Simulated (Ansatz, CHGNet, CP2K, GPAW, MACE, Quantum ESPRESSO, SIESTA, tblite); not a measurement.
## SIESTA on random rock-salt (Na, Li, K)Cl solid solution (64 atoms): settings against a plane-wave reference

How near does SIESTA come to plane waves for random rock-salt (Na, Li, K)Cl solid solution (64 atoms)?

Program: SIESTA 5.4.2. Level of theory: the method is named at each step. Results are calculated unless marked as measured.

## (1) Starting point

The cell holds 64 atoms: 10 Na, 32 Cl, 11 Li and 11 K. Its edges and angles: a = 11.382 Å, b = 11.382 Å, c = 11.382 Å, α = 90.0°, β = 90.0°, γ = 90.0°. Rock-salt lattice (a = 5.691 Å, the mean of the end members), 2 x 2 x 2 cells, metal sites filled at random with 10 Na, 11 Li, 11 K; then minimised and run for 3 ps at 250 K (NVT) with a classical potential, last frame taken. Then every atom was moved at random, 0.05 Å r.m.s. a Cartesian component.

The yardstick, on the same geometry:

| Property | Result |
| --- | --- |
| method | Kohn-Sham DFT, PBE, SSSP efficiency 1.3.0 pseudopotentials, plane waves (Quantum ESPRESSO 7.5); sssp-pbe-1.3.0-efficiency, cutoffs 45/360 Ry, Γ point |
| r.m.s. force component | 0.2488 eV/Å |
| longest force | 0.9208 eV/Å |
| pressure | 2.079 GPa |
| gap (highest filled to lowest empty level) | 3.943 eV |
| time | 4.3 min on 2 MPI ranks of Arm Neoverse V1, shared host |
| CPU time | 8.7 min |

## (2) PBE, DZP, shift 0.01 Ry, mesh 500 Ry

Method: Kohn-Sham DFT, PBE, PseudoDojo 0.4.1 norm-conserving pseudopotentials (converted to PSML), numerical atomic orbitals (DZP), diagonalisation.

The .psml files are PseudoDojo norm-conserving potentials that we converted to this format, checked against plane waves on the same files for H, C, O, Si, Ge and Ca alone.

input.fdf reads:

```
SystemLabel cell
NumberOfAtoms 64
NumberOfSpecies 4
%block ChemicalSpeciesLabel
  1 11 Na
  2 17 Cl
  3 3 Li
  4 19 K
%endblock ChemicalSpeciesLabel
LatticeConstant 1.0 Ang
%block LatticeVectors
  11.38200 0.00000 0.00000
  0.00000 11.38200 0.00000
  0.00000 0.00000 11.38200
%endblock LatticeVectors
PAO.BasisSize DZP
PAO.EnergyShift 0.01 Ry
PAO.Polarization.NonPerturbative T
XC.Functional GGA
XC.Authors PBE
MeshCutoff 500 Ry
%block kgrid_Monkhorst_Pack
  1 0 0 0.0
  0 1 0 0.0
  0 0 1 0.0
%endblock kgrid_Monkhorst_Pack
SolutionMethod diagon
OccupationFunction FD
ElectronicTemperature 580 K
SCF.Mixer.Method Pulay
SCF.Mixer.Weight 0.15
SCF.Mixer.History 8
SCF.Mix Hamiltonian
MaxSCFIterations 300
SCF.DM.Tolerance 1e-04
SCF.H.Tolerance 1.0e-3 eV
WriteForces T
Write.HirshfeldPop T
Write.VoronoiPop T
Write.DM F
Write.H F
XML.Write F
AtomicCoordinatesFormat Fractional
%block AtomicCoordinatesAndAtomicSpecies
  0.98393 0.01520 0.99957 1
  0.22720 0.01427 0.01382 2
  0.04305 0.26518 0.24184 3
  0.26074 0.26527 0.25223 2
  0.24095 0.98628 0.26227 4
  0.96770 0.02448 0.24074 2
  0.26470 0.26219 0.99962 1
  0.01182 0.25834 0.01242 2
  0.98435 0.02636 0.50046 1
  0.25470 0.01911 0.50827 2
  0.99760 0.26954 0.74993 4
  0.26630 0.28314 0.75468 2
  0.25588 0.00236 0.76094 4
  0.97599 0.01681 0.74650 2
  0.26931 0.24269 0.47893 3
  0.03806 0.25837 0.48820 2
  0.01709 0.49504 0.01112 3
  0.24055 0.50151 0.01818 2
  0.98819 0.75508 0.26481 4
  0.24716 0.72116 0.24806 2
  0.27029 0.48872 0.24992 3
  0.00059 0.47398 0.23669 2
  0.24182 0.74595 0.00776 1
  0.00686 0.73882 0.00925 2
  0.97720 0.51854 0.51315 4
  0.25443 0.48020 0.47952 2
  0.91437 0.75827 0.77731 4
  0.28531 0.73574 0.77789 2
  0.26683 0.50871 0.79368 3
  0.03449 0.52621 0.78022 2
  0.24850 0.74849 0.51369 4
  0.99858 0.78796 0.52433 2
  0.50245 0.00202 0.00642 4
  0.76505 0.94057 0.92068 2
  0.49692 0.26278 0.25620 3
  0.71632 0.23354 0.19694 2
  0.73682 0.01282 0.28396 1
  0.49934 0.02803 0.27014 2
  0.75428 0.26169 0.98095 1
  0.48558 0.26559 0.98536 2
  0.50691 0.01611 0.50503 1
  0.74902 0.01353 0.52454 2
  0.49677 0.27345 0.75846 3
  0.72898 0.25716 0.74748 2
  0.74351 0.04160 0.74415 3
  0.51599 0.02316 0.74520 2
  0.69679 0.22326 0.53676 3
  0.46929 0.25638 0.50944 2
  0.48977 0.49962 0.00924 1
  0.75724 0.50879 0.99070 2
  0.50306 0.74665 0.25817 4
  0.74313 0.70630 0.29071 2
  0.74607 0.46123 0.21313 1
  0.49450 0.47786 0.24029 2
  0.74911 0.73128 0.05547 1
  0.49150 0.74221 0.00368 2
[... 4 atom lines left out ...]
  0.70938 0.45894 0.79162 3
  0.49547 0.50225 0.77377 2
  0.73854 0.79828 0.48796 3
  0.51012 0.79023 0.51236 2
%endblock AtomicCoordinatesAndAtomicSpecies
```

On the command line:

```bash
> OMP_NUM_THREADS=1 mpirun -np 2 siesta < input.fdf > output.txt
```

The program printed:

```text
Version         : 5.4.2
reinit: System Name:
reinit: System Label: cell
initatom: Reading input for the pseudopotentials and atomic orbitals ----------
Species number:   1 Atomic number:   11 Label: Na
Species number:   2 Atomic number:   17 Label: Cl
Species number:   3 Atomic number:    3 Label: Li
Species number:   4 Atomic number:   19 Label: K
Ground state valence configuration (from tables):   3s01  3p00  3d00  4f00
Ground state valence configuration (from tables):   3s02  3p05  3d00  4f00
Ground state valence configuration (from tables):   2s01  2p00  3d00  4f00
Ground state valence configuration (from tables):   4s01  4p00  3d00  4f00
---- Processing specs for species: Na
GGA--PBE XC_GGA_X_PBE--XC_GGA_C_PBE pb
Semicore shell(s) with  8 electrons included in the valence for Na
---- Processing specs for species: Cl
GGA--PBE XC_GGA_X_PBE--XC_GGA_C_PBE pb
---- Processing specs for species: Li
GGA--PBE XC_GGA_X_PBE--XC_GGA_C_PBE pb
Semicore shell(s) with  2 electrons included in the valence for Li
---- Processing specs for species: K
GGA--PBE XC_GGA_X_PBE--XC_GGA_C_PBE pb
Semicore shell(s) with  8 electrons included in the valence for K
Semicore shell(s): 2s 2p
Fallback to non-perturbative polarization scheme for Na
Please see the manual if this is not desired in principle
Semicore shell(s): 1s
Semicore shell(s): 3s 3p
Fallback to non-perturbative polarization scheme for K
Please see the manual if this is not desired in principle
Na pseudopotential only contains V_ls up to l=1 -- lmxkb reset.
Cl pseudopotential only contains V_ls up to l=2 -- lmxkb reset.
Li pseudopotential only contains V_ls up to l=1 -- lmxkb reset.
Using PAO.SplitTailNorm
%block ChemicalSpeciesLabel
    1   11 Na                      # Species index, atomic number, species label
    2   17 Cl                      # Species index, atomic number, species label
    3    3 Li                      # Species index, atomic number, species label
[... lines left out ...]
Total number of electrons:   446.000000
[... lines left out ...]
outcell: Cell vector modules (Ang)   :   11.382000   11.382000   11.382000
outcell: Cell angles (23,13,12) (deg):     90.0000     90.0000     90.0000
outcell: Cell volume (Ang**3)        :   1474.5372
Gamma-point calculation with interaction between periodic images
Gamma-point calculation with interaction between periodic images
Some features might not work optimally:
Some features might not work optimally:
e.g. DM initialization from atomic data
e.g. DM initialization from atomic data
new_DM -- step:     1
Initializing Density Matrix...
Attempting to read DM from file... Failed...
DM filled with atomic data:
InitMesh: MESH = 160 x 160 x 160 = 4096000
InitMesh: Mesh cutoff (required, used) =   500.000   546.141 Ry
stepf: Fermi-Dirac step function
        iscf     Eharris(eV)        E_KS(eV)     FreeEng(eV)     dDmax    Ef(eV) dHmax(eV)
   scf:    1   -37994.962734   -37952.711613   -37952.711613  0.668116 -6.118311  5.982848
   scf:    2   -37956.175305   -37954.536363   -37954.536363  0.039985 -4.351587  4.412018
   scf:    3   -37957.102228   -37956.196162   -37956.196162  0.091087 -4.636040  1.175120
[...]
scf:   10   -37956.366070   -37956.366069   -37956.366069  0.000232 -4.084432  0.000537
   scf:   11   -37956.366069   -37956.366069   -37956.366069  0.000047 -4.084620  0.000380
SCF Convergence by DM+H criterion
max |DM_out - DM_in|         :     0.0000469259
max |H_out - H_in|      (eV) :     0.0003803395
SCF cycle converged after 11 iterations
Using DM_out to compute the final energy and forces
siesta: E_KS(eV) =           -37956.3661
siesta: E_KS - E_eggbox =    -37956.3661
siesta: Atomic forces (eV/Ang):
     1    0.167115   -0.090138   -0.064946
     2    0.063703   -0.166148   -0.168053
     3   -0.182771    0.111843    0.221220
[...]
63   -0.045888   -0.543872    0.294544
    64    0.472301   -0.200279   -0.274596
----------------------------------------
   Tot    0.004903    0.028276    0.015709
----------------------------------------
   Max    0.936582
   Res    0.272335    sqrt( Sum f_i^2 / 3N )
----------------------------------------
   Max    0.936582    constrained
Stress tensor Voigt[x,y,z,yz,xz,xy] (kbar):      -16.68      -14.77      -29.37       -0.83       -0.21       -1.52
(Free)E + p*V (eV/cell)   -37937.7070
Target enthalpy (eV/cell)   -37956.3661
siesta: Program's energy decomposition (eV):
siesta: Ebs     =     -8933.370719
siesta: Eions   =     59062.571277
siesta: Ena     =     14132.514803
siesta: Ekin    =     17135.125672
siesta: Enl     =     -2182.111970
siesta: DEna    =       259.186144
siesta: DUscf   =         6.635111
siesta: Ex      =     -7689.292209
siesta: Ec      =      -555.852343
siesta: Exc     =     -8245.144552
siesta: Eharris =    -37956.366069
siesta: Etot    =    -37956.366069
siesta: FreeEng =    -37956.366069
siesta: Final energy (eV):
siesta:  Band Struct. =   -8933.370719
siesta:       Kinetic =   17135.125672
siesta:       Hartree =   10222.472008
siesta:         Exch. =   -7689.292209
siesta:         Corr. =    -555.852343
siesta:   Exch.-corr. =   -8245.144552
siesta:  Ion-electron =  -38174.687971
siesta:       Ion-ion =  -18894.131226
siesta:         Total =  -37956.366069
siesta:         Fermi =      -4.084620
siesta: Stress tensor (static) (eV/Ang**3):
siesta:    -0.010410   -0.000947   -0.000129
siesta:    -0.000947   -0.009221   -0.000519
siesta:    -0.000129   -0.000519   -0.018332
siesta: Cell volume =       1474.537235 Ang**3
siesta: Pressure (static):
siesta:                Solid            Molecule  Units
siesta:           0.00013782          0.00015388  Ry/Bohr**3
siesta:           0.01265420          0.01412895  eV/Ang**3
siesta:          20.27425638         22.63707063  kBar
    Orbital volume contribution        =          60.032818 eV
    (Free)E + p_basis*V_orbitals       =      -37896.333251 eV
    (Free)Eharris+ p_basis*V_orbitals  =      -37896.333251 eV
Hirshfeld Atomic Populations:
Atom #   charge [q] valence [e]  Species
     1     0.173980    8.826020  Na
     2    -0.180561    7.180561  Cl
     3     0.035093    2.964907  Li
     4    -0.070958    7.070958  Cl
     5     0.205940    8.794060  K
     6    -0.148220    7.148220  Cl
     7     0.159802    8.840198  Na
[...]
9     0.171622    8.828378  Na
[...]
11     0.200782    8.799218  K
[...]
13     0.197814    8.802186  K
[...]
15     0.000929    2.999071  Li
[...]
17     0.013003    2.986997  Li
[...]
--------------------
 Total     0.000010
Voronoi Atomic Populations:
Atom #   charge [q] valence [e]  Species
[...]
53     0.198739    8.801261  Na
[...]
55     0.291982    8.708018  Na
[...]
57     0.226459    8.773541  K
[...]
59     0.219222    8.780778  K
[...]
61     0.057612    2.942388  Li
    62    -0.103300    7.103300  Cl
    63     0.063336    2.936664  Li
    64    -0.173253    7.173253  Cl
--------------------
 Total     0.000010
```

The job ended after 2.7 min (2 MPI ranks of Arm Neoverse V1, shared host; peak memory 2.4 GiB; 5.4 min of CPU time).

Banners, paths, timers and routine set-up lines are dropped from the logs unmarked, and long logs keep their key lines alone; longer cuts are marked.

Against the reference:

- r.m.s. force component: 0.2723 eV/Å
- r.m.s. difference of force components: 39.2 meV/Å
- longest difference of force vectors: 143.9 meV/Å
- force difference over r.m.s. force: 15.76 %
- slope of forces against the reference's: 1.087
- correlation of force components: 0.9928
- gap (highest filled to lowest empty level): 3.821 eV
- gap difference: -0.1215 eV
- pressure: 2.027 GPa
- pressure difference: -0.0513 GPa

Length of the force difference by element (eV/Å):

| element | atoms | mean | most |
| --- | --- | --- | --- |
| Cl | 32 | 0.064 | 0.14 |
| K | 11 | 0.047 | 0.088 |
| Li | 11 | 0.064 | 0.12 |
| Na | 10 | 0.061 | 0.095 |

Levels nearest the highest filled one (eV from it): -0.82, -0.75, -0.67, -0.64, -0.58, -0.51, -0.48, -0.40, -0.32, -0.21, -0.14, 0.00, 3.82, 4.94, 5.26, 5.37, 5.61, 5.75, 6.01, 6.05, 6.14, 6.24, 6.33, 6.50.

A closer look about Cl44, whose charge lies farthest from its element's mean: 9 atoms, nearest first, numbered in the order of the input, with positions taken from that point.

| atom | x | y | z | distance (Å) | bonds | Hirshfeld charge (e) | Fx | Fy | Fz (eV/Å) |
| --- | --- | --- | --- | --- | --- | --- | --- | --- | --- |
| Cl44 | 0.00 | 0.00 | 0.00 | 0.00 | 6 | -0.02 | -0.20 | 0.01 | 0.00 |
| Li61 | -0.22 | 2.30 | 0.50 | 2.36 | 4 | 0.06 | -0.14 | 0.65 | -0.40 |
| Li47 | -0.37 | -0.39 | -2.40 | 2.46 | 4 | 0.06 | -0.07 | 0.43 | -0.28 |
| Li45 | 0.17 | -2.45 | -0.04 | 2.46 | 5 | 0.04 | 0.02 | -0.01 | 0.00 |
| Li43 | -2.64 | 0.19 | 0.12 | 2.65 | 6 | 0.03 | -0.59 | -0.05 | 0.06 |
| Na39 | 0.29 | 0.05 | 2.66 | 2.67 | 5 | 0.22 | 0.06 | -0.07 | 0.16 |
| K11 | 3.06 | 0.14 | 0.03 | 3.06 | 6 | 0.20 | 0.41 | 0.33 | -0.27 |
| Cl46 | -2.42 | -2.66 | -0.03 | 3.60 | 6 | -0.14 | 0.51 | 0.39 | -0.15 |
| Cl58 | 0.37 | 1.47 | -3.45 | 3.76 | 4 | -0.23 | -0.31 | -0.10 | 0.13 |

Forces lie 16 % from the reference's, at 0.62 times its CPU time.

## (3) Summary of results

| Item | Value |
| --- | --- |
| force difference from the reference | SIESTA PBE, DZP, shift 0.01 Ry, mesh 500 Ry, 16 % |
| its CPU time | 5.4 min |

The PBE run in local orbitals differs by 16 % (SIESTA PBE, DZP, shift 0.01 Ry, mesh 500 Ry); basis, grid and potentials can all enter. At the same functional, the gap of SIESTA PBE, DZP, shift 0.01 Ry, mesh 500 Ry lies 0.12 eV below the reference's 3.94 eV. These are spacings on the run's k-points, which needn't hold the band edges. The reference's pressure holds the uncorrected Pulay stress of its 45 Ry basis, so small pressure differences, and their order, may be the reference's own error. The host structure and its lattice constant were typed by rule, without a check against the phase diagram. The reference's pressure of 2.1 GPa belongs to a cell and atoms that aren't relaxed at this level. The electronic-structure runs sample only Γ, in a cell whose shortest periodic width is 11 Å.

[Also dropped from logs without a mark: logging warnings of Python, and SIESTA's first energy breakdown and zero terms.]

[Logs are printed without paths, hosts, clocks, repeated set-up lines and the standing remarks that a program may print on its own settings, such as how far it seeks lower states.]

[Hosts, paths, dates, database ids (printed as entryN), source tags and the programs' standing remarks are cut or masked in the printed files.]
